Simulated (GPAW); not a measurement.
A computed O K-edge spectrum of one site in a crystal of Co, Mn and O, with its zero at a photon energy of about 523.8 eV (LDA puts this hole about 4 eV below PBE, itself good to a few eV). Method: GPAW, LDA, excited-electron core hole (neutral cell) in a small cell, dipole transitions, broadening that rises with energy.

Energy from the lowest empty level; intensity scaled to a mean of 1 over the first 20 eV:

| E (eV) | intensity |
| --- | --- |
| -2.0 | 0.00 |
| -1.0 | 0.00 |
| 0.0 | 0.27 |
| 1.0 | 2.89 |
| 2.0 | 1.33 |
| 3.0 | 0.77 |
| 4.0 | 0.02 |
| 5.0 | 0.00 |
| 6.0 | 0.01 |
| 7.0 | 0.08 |
| 8.0 | 0.31 |
| 9.0 | 0.68 |
| 10.0 | 1.16 |
| 11.0 | 1.53 |
| 12.0 | 1.86 |
| 13.0 | 2.33 |
| 14.0 | 2.15 |
| 15.0 | 1.50 |
| 16.0 | 1.00 |
| 17.0 | 0.63 |
| 18.0 | 0.49 |
| 19.0 | 0.64 |
| 20.0 | 0.83 |
| 21.0 | 0.87 |
| 22.0 | 0.78 |
| 23.0 | 0.65 |
| 24.0 | 0.52 |
| 25.0 | 0.44 |
| 26.0 | 0.42 |
| 27.0 | 0.46 |
| 28.0 | 0.51 |
| 29.0 | 0.54 |
| 30.0 | 0.62 |
| 31.0 | 0.78 |
| 32.0 | 0.98 |

Which coordination does this site have?

A K edge sees empty p states; the first features are O p mixed into the empty d states of the Co and Mn neighbours, and the broad ones above probably into the cations' higher empty bands. It is atom 4 of MnCoO4 (P2/m), with 2 Co at 1.90 Å and 1 Mn at 1.94 Å (distorted pyramidal, site symmetry m). Its main maxima below 24 eV lie at 1.2 eV (3.12), 13.3 eV (2.38) and 20.7 eV (0.87). A near-edge spectrum doesn't fix the structure by itself; it is matched against candidates. The hole lies in one spin channel, while the script sums the empty states of both and takes the lower zero; where the two channels are split, this blurs and shifts the curve. The unit cell's mesh shows no gap over 0.35 eV. That is right for a metallic compound; for a small-gap or correlated insulator it would be the fault of the functional or of the assumed magnetic order, and the hole would be screened too well. The crystal has 2 inequivalent O sites and not all are shown here, while a measurement adds them all. The spins start antiferromagnetically in a simple order, which needn't be the measured one; gap and edge can depend on it. The holes are only 5.8 Å apart, so the shape is probably not converged with cell size; no larger cell was run here. The mesh is coarse (0.33 Å⁻¹ between points), so small maxima may be mesh ripples. The structure is a computed Materials Project entry and may be a hypothetical form.

[Hosts, paths, dates, database ids (printed as entryN), source tags and the programs' standing remarks are cut or masked in the printed files.]

[Lists of maxima count a maximum above −3 eV only where it reaches 4 % of the highest in the window and stands out from its surroundings by 2 % of it (1.5 % where it reaches 55 %); shoulders and weaker maxima are passed over, and of the rest the first, up to two pre-edge ones and the few strongest are named.]
